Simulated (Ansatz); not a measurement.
# Where Sb_C puts its levels in the gap of SiC (P6_3mc), part 2 of 2

Aim: at which Fermi levels does Sb_C in SiC (P6_3mc) change its charge? The model is a cell of 108 host atoms with 1 C taken out and 1 Sb put in.

Ansatz; place-levels on r2SCAN runs: charge-transition levels and formation energies with image-charge correction and potential alignment at the atomic sites; PAW set soft_1.

So far: The starting structure; Charge states; Levels against the band edges, r2SCAN.

## 3. Levels against the band edges, r2SCAN (continued)

Levels between the charges placed, in eV above the valence top:

```
        gap (eV)  (+1/0)  (0/−1)
r2SCAN      2.37    2.31    2.49
```

Corrections by state:

```
charge  moment (μB)  image terms and alignment (eV)  band filling (eV)                                  ε used  over the lowest of its charge, as the program ranks them, band filling apart (eV)
    +1          0.0                           0.419                  -  principal values (10.43, 10.43, 10.95)                                                                              0.000
     0          1.0                           0.000                  -                                       -                                                                              0.000
    −1          0.0                          -0.169             -0.167  principal values (10.43, 10.43, 10.95)                                                                              0.000
    −1          2.0                          -0.214                  -  principal values (10.43, 10.43, 10.95)                                                                              0.086
```

The charged structures listed were also run neutral, and place-levels reads from each pair, by the potential or the spins, how wide the charge is by which they differ; that can be the carrier of either run.

```
charge  rms radius (Å)  spread where it is widest against the cell (Å)  wide from (Å)  reading
    +1             4.9                                            2.82           1.39     wide
    −1             5.3                                            2.99           1.39     wide
```

The neutral runs of these pairs need not share the spin of the lowest neutral state, and very wide values only mean spread over the cell.

From the program's caveats on the states, each cut to its opening words:

- charge +1: it parts from the run at its places by a charge that spreads by about 2.8 Å along one vector (1.4 Å or more is wide), by its potential at epsilon [7.09, 7.09, [...]
- charge 0 (1 μB): its sublattices stand up to 0.0453 Å off the host's, which by the two runs' forces adds about +0.02 eV to its energy against the host's, and moves the band [...]
- charge 0 (1 μB), −1 (2 μB): flagged: stability check not made
- charge −1: it parts from the run at its places by a charge that spreads by about 3 Å along one vector (1.4 Å or more is wide), by its potential at epsilon [7.09, 7.09, [...]
- charge −1: a band-filling correction moves a carrier to the host's band edge, which changes its energy by -0.167 eV
- charge −1: its alignment with the host at atomic sites is doubtful: the mean over the far sites moves by -0.0672 eV from their farther parts to their nearer, more than [...]
- charge −1: the host's ions (past the first shell or, of a walk that freed a part, those that it held) aren't shown at rest: they stand up to 0.108 Å off their sites, 3.86 [...]
- charge −1: its sublattices stand up to 0.0436 Å off the host's, which by the two runs' forces adds about +0.03 eV to its energy against the host's, and moves the band [...]
- charge −1 (2 μB): it parts from the run at its places by a charge that spreads by about 3.8 Å along one vector (1.4 Å or more is wide), by its potential at epsilon [7.09, 7.09, [...]
- charge −1 (2 μB): its alignment with the host at atomic sites is doubtful: the mean over the far sites moves by -0.1414 eV from their farther parts to their nearer, more than [...]
- charge −1 (2 μB): its sublattices stand up to 0.0506 Å off the host's, which by the two runs' forces adds about +0.02 eV to its energy against the host's, and moves the band [...]
- charge −1 (2 μB): its moments are held at its close (magnetization.spin_locking), by a field of 0.117 eV a Bohr magneton, and its energy and levels are of the state that this [...]

The host's formation energy from the elements is -0.356 eV per atom; it sets how far the chemical potentials can move.

Limit set by the element alone; other compounds of these elements are not counted. Chemical potentials from the elements' reference states: C 0.00 eV, Si -0.71 eV, Sb 0.00 eV. Formation energy by charge state (C-rich; gap 2.37 eV):

```
charge  at valence top (eV)  at conduction bottom (eV)  correction included (eV)
    +1                 6.53                       8.90                      0.42
     0                 8.84                       8.84                      0.00
    −1                11.33                       8.96                     -0.34
```

```tsv
Fermi level (eV)	lowest formation energy (eV)
0.00	6.53
0.22	6.75
0.43	6.96
0.65	7.18
0.86	7.39
1.08	7.61
1.29	7.82
1.51	8.04
1.72	8.25
1.94	8.47
2.15	8.68
2.37	8.84
```

Limit set by the element alone; other compounds of these elements are not counted. Chemical potentials from the elements' reference states: Si 0.00 eV, C -0.71 eV, Sb 0.00 eV. Formation energies (Si-rich), with the Fermi level at the valence top and at the conduction bottom (gap 2.37 eV):

```
charge  at valence top (eV)  at conduction bottom (eV)  correction included (eV)
    +1                 5.82                       8.19                      0.42
     0                 8.12                       8.12                      0.00
    −1                10.62                       8.25                     -0.34
```

(Fermi level (eV), lowest formation energy (eV)): (0.00, 5.82), (0.22, 6.03), (0.43, 6.25), (0.65, 6.46), (0.86, 6.68), (1.08, 6.89), (1.29, 7.11), (1.51, 7.33), (1.72, 7.54), (1.94, 7.76), (2.15, 7.97), (2.37, 8.12)

## 4. Effect of the sampling

The relaxations' own energies give the levels at their sampling, for comparison.

File levels.relax_mesh.yaml:

```yaml
host:
  run: host.relax.run
states: [qm1.relax.run, q0_M1.relax.run, qp1.relax.run, qm1_M2.relax.run]
chemical_potentials:
  C:
    energy: -251.553391
    dataset: "<sha256 of the dataset>"
  Sb:
    energy: -6499.197686
    dataset: <sha256 of the dataset>
```

Command:

```sh
ansatz place-levels levels.relax_mesh.yaml -- --threads 4 --pin off --max-ram 15073MiB
```

Log:

```text
(+1/0) 2.323 eV above the valence edge, 0.055 eV under the conduction edge
[...]
formation energy of charge +1: +6.384 eV with the Fermi level at the valence edge
formation energy of charge 0: +8.707 eV with the Fermi level at the valence edge
formation energy of charge -1: +11.183 eV with the Fermi level at the valence edge
  edges by r2scan, gap 2.378 eV; the host is sampled to repeats of 16.00 Å
[... the lines on each state left out ...]
```

The job ended after 0.19 s (4 threads of Arm Neoverse V1, shared host).

Levels between neighbouring charges, in eV above the valence top:

```
                        gap (eV)  (+1/0)  (0/−1)
one point at (¼, ¼, ¼)      2.38    2.32    2.48
  a 2×2×2 shifted mesh      2.37    2.31    2.49
```

Going from one point at (¼, ¼, ¼) to a 2×2×2 shifted mesh moves the levels that carry no band-filling term by up to 0.02 eV and formation energies against the elements by up to 0.15 eV; band-filling terms, which differ between samplings, are in these energies.

## 5. What came out

```yaml
gap_of_the_host: 2.37 eV (r2SCAN)
level_plus_1_over_0: 2.31 eV above the valence top
level_0_minus_1: 2.49 eV above the valence top, past the conduction bottom (2.66 eV above the valence top without the band-filling term)
lowest_of_the_charges_placed_just_above_the_valence_top_0p02_ev: +1
lowest_of_the_charges_placed_just_below_the_conduction_bottom_0p02_ev: 0
lowest_formation_energy_at_mid_gap_of_the_charges_run_c_rich: 7.71 eV
lowest_formation_energy_at_mid_gap_of_the_charges_run_si_rich: 7.00 eV
```

Of the charges placed (−1, 0 and +1), the lowest changes at 2.31 eV (+1/0) above the valence top, in a gap of 2.37 eV. (+1/0) lies nearer to a band edge than the share of the finite-size correction in it (0.42 eV), and that correction holds for a localised charge alone. (+1/0) lies 0.06 eV from a band edge, less than the doubt on such levels. Charges above +1 were not placed, so these runs say nothing of levels that involve them. States placed: +1 at 0 μB; 0 at 1 μB; −1 at 0 μB and 2 μB. Other spin states or structures, where not listed, weren't placed. The program finds carriers beyond a band edge of the host and adds a band-filling term at charge −1 (-0.17 eV); steps to such a charge show no bound level, and a defect level inside a band would be read the same way. Sb is taken at its element; compounds, which aren't counted here, bound the chemical potentials and would shift these formation energies. Going from one point at (¼, ¼, ¼) to a 2×2×2 shifted mesh moves the levels that carry no band-filling term by up to 0.02 eV and formation energies against the elements by up to 0.15 eV; band-filling terms, which differ between samplings, are in these energies. The program doubts the alignment of potentials for at least one state, a sign that the cell is small. What this leaves open: r2SCAN makes the gap too small and tends to spread out bound carriers; spin–orbit coupling, which can matter with heavy atoms, is left out; force components of up to 0.35 eV/Å remain in a run at the final settings.

Comparison with the measured values:

| quantity | measured | r2SCAN |
| --- | --- | --- |
| band gap (least gap of the host) (eV) | 3.03 | 2.37 (-0.66 eV) |

Measured values from arxiv:1806.04908 (2018).

Verdict: The band gap is off by -0.66 eV: a clear miss. Local and semilocal functionals usually give gaps below the measured ones. Zero-point and thermal motion shift the measured gap.

[Logs are printed without paths, hosts, clocks, repeated set-up lines and the standing remarks that a program may print on its own settings, such as how far it seeks lower states.]

[Hosts, paths, dates, database ids (printed as entryN), source tags and the programs' standing remarks are cut or masked in the printed files.]

[Where a table of states has a column of steps, it counts the stored structures, which are thinned; the runs took as many ionic steps or more.]

[A defect's name tells the site on which it was built; relaxed atoms can leave that site.]

[For some hosts the program warned that the k-mesh of the response run may be too coarse for force constants and the static dielectric constant; such warnings are not shown here.]
